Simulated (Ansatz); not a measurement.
# Kohn anomalies in Rh-Cu-Rh stack of (111) layers

Wanted: frequencies of Rh-Cu-Rh stack of (111) layers solved wavevector by wavevector at several smearings. The first relaxation steps of the session are not shown, so no cell shown is the starting entry, unless a step says so.

Method: DFT LDA, scalar-relativistic, plane waves, PAW; PAW set soft_1, in Ansatz 0.2.0.

Report form: the programs' logs are mostly left out.

## Step 1: The cell after earlier relaxation steps

The cell holds 3 atoms: 2 Rh and 1 Cu. Its edges and angles: a = 2.557 Å, b = 2.557 Å, c = 32.137 Å, α = 90.0°, β = 90.0°, γ = 120.0°. Vacuum lies along c.

## Step 2: Relaxing tightly for phonons

Residual forces and stress shift phonon frequencies, so the cell is relaxed again, with tight thresholds and the mesh and smearing of this input. Earlier relaxation steps are not shown.

input.yaml

```yaml
crystal:
  lattice:
    - [2.5569289059, 0.0, 0.0]
    - [-1.278464453, 2.2143653882, 0.0]
    - [0.0, 0.0, 32.1369381666]
  atoms:
    - { symbol: Rh, position: [0.0, 0.0, 0.1706273153] }
    - { symbol: Cu, position: [0.3333333333, 0.6666666667, 0.2359974357] }
    - { symbol: Rh, position: [0.6666666667, 0.3333333333, 0.3013675562] }
  periodic: [true, true, false]
kpoints:
  mp_grid: { grid: [12, 12, 1] }
hamiltonian:
  xc: lda
  pseudopotentials: { kind: paw, azcp: { folder: soft_1 }, xc_functional: pbe }
scf:
  occupations: { method: methfessel_paxton, width: 0.2 }
output:
  forces: true
  stress: true
  eigenvalues: true
  write_density: true
  write_potential: true
  elf: true
  volumetric_format: npy
relax:
  adjacent_minimum: "off"
  f_tol: 0.001
  max_steps: 60
  cell: { stress_2d_tol: 0.002 }
```

Launch:

```console
> ansatz run input.yaml --threads 4 --pin off --max-ram 12288MiB --backend cpu --events-out ev --progress --plain --runs-dir out
```

The job ended after 14 s (4 threads of Arm Neoverse V1, shared host; peak memory 0.53 GiB; 53 s of CPU time).

Little changed from the start: no atom moved by 0.005 Å and no cell edge by 0.1 %.

This step gave:

```yaml
metallic_on_mesh: yes
gap_on_the_k_mesh: 0 eV
```

Valence density in the ca plane at fractional y = 0.333, with atoms of Rh within 0.2 Å of it. It is the smooth field of the valence electrons, not physical close to the nuclei.

Ten steps, logarithmic in the rise over the least value, from '0' (0 e/Å³) to '9' (12 e/Å³), each cell a mean:
```
00000000000012343222222236776310000000000000
00000000000012332212222258997410000000000000
00000000000012222211222258998520000000000000
00000000000012333222222247997410000000000000
00000000000013443222332235775310000000000000
00000000000123565323453223443210000000000000
00000000000124665323553222332110000000000000
00000000000023555323443223443210000000000000
```
Columns run along c (16.0 Å, from fractional 0.00 to 0.50 of the cell), rows up along a (2.6 Å). Atoms in or near the plane, at fractional coordinates: Rh at (0.30, 0.67).

ELF in the ca plane at fractional y = 0.333, with atoms of Rh within 0.2 Å of it. It is the smooth field of the valence electrons, not physical close to the nuclei.

Values, 5 rows by 16 columns, each cell a mean:
```
0.00 0.00 0.01 0.08 0.22 0.26 0.22 0.18 0.25 0.55 0.41 0.12 0.02 0.00 0.00 0.00
0.00 0.00 0.01 0.08 0.25 0.28 0.21 0.21 0.29 0.67 0.51 0.12 0.02 0.00 0.00 0.00
0.00 0.00 0.01 0.08 0.22 0.26 0.22 0.18 0.24 0.54 0.40 0.12 0.02 0.00 0.00 0.00
0.00 0.00 0.01 0.08 0.21 0.40 0.25 0.16 0.20 0.27 0.26 0.14 0.02 0.00 0.00 0.00
0.00 0.00 0.01 0.08 0.21 0.40 0.25 0.17 0.20 0.27 0.26 0.14 0.02 0.00 0.00 0.00
```
Columns run along c (16.0 Å, from fractional 0.00 to 0.50 of the cell), rows up along a (2.6 Å). Atoms in or near the plane, at fractional coordinates: Rh at (0.30, 0.67).

Electrostatic potential energy in the ca plane at fractional y = 0.333, with atoms of Rh within 0.2 Å of it. With pseudopotentials it is smooth inside the atoms' cores, unlike the true potential.

Values in eV, 5 rows by 16 columns, each cell a mean:
```
  0   0   0   0  -3 -12  -5  -7  -7 -49 -31  -2   0   0   0   0
  0   0   0   0  -2  -6  -3  -4  -9 -56 -40  -2   0   0   0   0
  0   0   0   0  -3 -12  -5  -8  -8 -47 -30  -2   0   0   0   0
  0   0   0   0  -6 -33 -11 -22  -9 -14  -8  -1   0   0   0   0
  0   0   0   0  -6 -34 -11 -21  -9 -15  -8  -1   0   0   0   0
```
Columns run along c (16.0 Å, from fractional 0.00 to 0.50 of the cell; values clipped at the 3rd and 97th percentile), rows up along a (2.6 Å). Atoms in or near the plane, at fractional coordinates: Rh at (0.30, 0.67).

## Step 3: Phonons along a line: Fermi–Dirac smearing of 0.1 eV

Each wavevector is solved by itself, so no interpolation smooths a dip of the branch.

input.yaml

```yaml
crystal:
  lattice:
    - [2.5550780607, 0.0, 0.0]
    - [-1.2775390304, 2.2127625092, 0.0]
    - [0.0, 0.0, 32.1369381666]
  atoms:
    - { symbol: Rh, position: [0.0, 0.0, 0.1704894993] }
    - { symbol: Cu, position: [0.3333333333, 0.6666666667, 0.2359974357] }
    - { symbol: Rh, position: [0.6666666667, 0.3333333333, 0.3015053722] }
  periodic: [true, true, false]
kpoints:
  mp_grid: { grid: [18, 18, 1] }
hamiltonian:
  xc: lda
  pseudopotentials: { kind: paw, azcp: { folder: soft_1 }, xc_functional: pbe }
scf:
  occupations: { method: fermi_dirac, width: 0.1 }
output:
  eigenvalues: true
phonons:
  method: dfpt
  qpoints:
    - [0, 0, 0]
    - [0.166666667, 0.0, 0.0]
    - [0.333333333, 0.0, 0.0]
    - [0.5, 0.0, 0.0]
```

Elapsed: 15 min, on 4 threads; peak memory 3.5 GiB.

Each wavevector solved by linear response. Table of frequency by |q| along the line; 7 of 9 lines:

```
|q| along the line (Å⁻¹)  mode 1 (cm⁻¹)  mode 2 (cm⁻¹)  mode 3 (cm⁻¹)  mode 4 (cm⁻¹)  mode 5 (cm⁻¹)  mode 6 (cm⁻¹)  mode 7 (cm⁻¹)
                   0.000              0              0              0           45.6           45.6            114            114
                   0.473           40.2           76.1           97.9           99.1            131            154            161
                   0.947           77.8            104            118            144            161            199            221
                   1.420           77.5            107            134            166            180            194            239
```

## Step 4: Phonons along a line: Fermi–Dirac smearing of 0.25 eV

The smearing blurs the Fermi surface that screens the phonons; a Fermi–Dirac width is an electronic temperature.

Edit input.yaml of step 3 so:

```diff
@@ -16,3 +16,3 @@
 scf:
-  occupations: { method: fermi_dirac, width: 0.1 }
+  occupations: { method: fermi_dirac, width: 0.25 }
 output:
```

Wider smearing eases the sum over k-points of a metal but moves the result away from its zero-temperature value.

Elapsed: 15 min, on 4 threads; peak memory 3.7 GiB.

Each wavevector solved by linear response. The frequency by |q| along the line; 7 of 9 lines:

```
|q| along the line (Å⁻¹)  mode 1 (cm⁻¹)  mode 2 (cm⁻¹)  mode 3 (cm⁻¹)  mode 4 (cm⁻¹)  mode 5 (cm⁻¹)  mode 6 (cm⁻¹)  mode 7 (cm⁻¹)
                   0.000              0              0              0           49.4           49.4            115            115
                   0.473           40.2           77.0           99.7            101            133            155            163
                   0.947           77.3            104            120            144            161            201            221
                   1.420           77.6            108            135            162            176            197            238
```

Against step 3 (now smearing width 0.25 eV), the free energy moves by -132.7 meV an atom.

## Step 5: Phonons along a line: Fermi–Dirac smearing of 0.04 eV

Edit input.yaml of step 4 so:

```diff
@@ -16,3 +16,3 @@
 scf:
-  occupations: { method: fermi_dirac, width: 0.25 }
+  occupations: { method: fermi_dirac, width: 0.04 }
 output:
```

Narrower smearing comes nearer the zero-temperature value but asks more of the mesh.

Run time: 14 min. Hardware: 4 threads; peak memory 3.5 GiB; 57 min of CPU time.

Each wavevector solved by linear response. The frequency by |q| along the line; 7 of 9 lines:

```
|q| along the line (Å⁻¹)  mode 1 (cm⁻¹)  mode 2 (cm⁻¹)  mode 3 (cm⁻¹)  mode 4 (cm⁻¹)  mode 5 (cm⁻¹)  mode 6 (cm⁻¹)  mode 7 (cm⁻¹)
                   0.000              0              0              0           42.1           42.1            111            111
                   0.473           38.8           74.5           97.1           97.8            129            152            160
                   0.947           79.2            106            115            146            161            197            221
                   1.420           82.8            111            131            168            179            192            239
```

Against step 3 (now smearing width 0.04 eV), the free energy moves by +27.9 meV an atom.

## Step 6: Phonons along a line: Methfessel–Paxton smearing of 0.2 eV

The smearing blurs the Fermi surface that screens the phonons; a Methfessel–Paxton width blurs it less than a thermal one.

Edit input.yaml of step 5 so:

```diff
@@ -16,3 +16,3 @@
 scf:
-  occupations: { method: fermi_dirac, width: 0.04 }
+  occupations: { method: methfessel_paxton, width: 0.2 }
 output:
```

Wall time 14 min (4 threads); peak memory 3.5 GiB; 57 min of CPU time.

Each wavevector solved by linear response. The frequency by |q| along the line; 7 of 9 lines:

```
|q| along the line (Å⁻¹)  mode 1 (cm⁻¹)  mode 2 (cm⁻¹)  mode 3 (cm⁻¹)  mode 4 (cm⁻¹)  mode 5 (cm⁻¹)  mode 6 (cm⁻¹)  mode 7 (cm⁻¹)
                   0.000              0              0              0           43.4           43.4            111            111
                   0.473           39.6           74.8           97.4           97.8            129            153            161
                   0.947           79.8            107            116            147            161            197            221
                   1.420           81.7            111            132            168            182            193            239
```

Against step 3 (now occupations Methfessel-Paxton and smearing width 0.2 eV), the free energy moves by +31.9 meV an atom.

## Step 7: The lowest branch at each setting

The lowest frequency by |q| along the line:

```
|q| along the line (Å⁻¹)  fermi dirac 0.1 eV, k 18x18x1 (cm⁻¹)  fermi dirac 0.25 eV, k 18x18x1 (cm⁻¹)  fermi dirac 0.04 eV, k 18x18x1 (cm⁻¹)  methfessel paxton 0.2 eV, k 18x18x1 (cm⁻¹)
                   0.000                                     0                                      0                                      0                                           0
                   0.473                                  40.2                                   40.2                                   38.8                                        39.6
                   0.947                                  77.8                                   77.3                                   79.2                                        79.8
                   1.420                                  77.5                                   77.6                                   82.8                                        81.7
```

## Step 8: Outcome

```json
{
  "phonon run of the rows without a label of their own": "LDA, k 18×18×1",
  "lowest branch at the last solved point, Fermi–Dirac 0.1 eV": "77.5 cm⁻¹ at |q| = 1.42 Å⁻¹",
  "lowest branch at the last solved point, Fermi–Dirac 0.25 eV": "77.6 cm⁻¹ at |q| = 1.42 Å⁻¹",
  "lowest branch at the last solved point, Fermi–Dirac 0.04 eV": "82.8 cm⁻¹ at |q| = 1.42 Å⁻¹",
  "lowest branch at the last solved point, Methfessel–Paxton 0.2 eV": "81.7 cm⁻¹ at |q| = 1.42 Å⁻¹"
}
```

**Reading.** No branch softens by more than 4 % of the top frequency as the smearing narrows, so no anomaly that hangs on the smearing shows at these points. The line holds 4 wavevectors, so a narrow dip between them would be missed. Between Fermi–Dirac 0.25 eV and Fermi–Dirac 0.04 eV the largest change, with modes counted by rank of frequency, is in mode 4 at |q| = 0 Å⁻¹, from 49.4 to 42.1 cm⁻¹. Where branches cross, a count by rank can hide a softening. At the narrowest width the k mesh may not resolve the Fermi surface, so part of the change can be mesh noise. The PAW files were made for PBE; under other functionals the run regenerates their frozen core. The structure was built by hand as an ordered model, and its stability against other phases was not tested.

[Logs are printed without paths, hosts, clocks, repeated set-up lines and the standing remarks that a program may print on its own settings, such as how far it seeks lower states.]

[Hosts, paths, dates, database ids (printed as entryN), source tags and the programs' standing remarks are cut or masked in the printed files.]
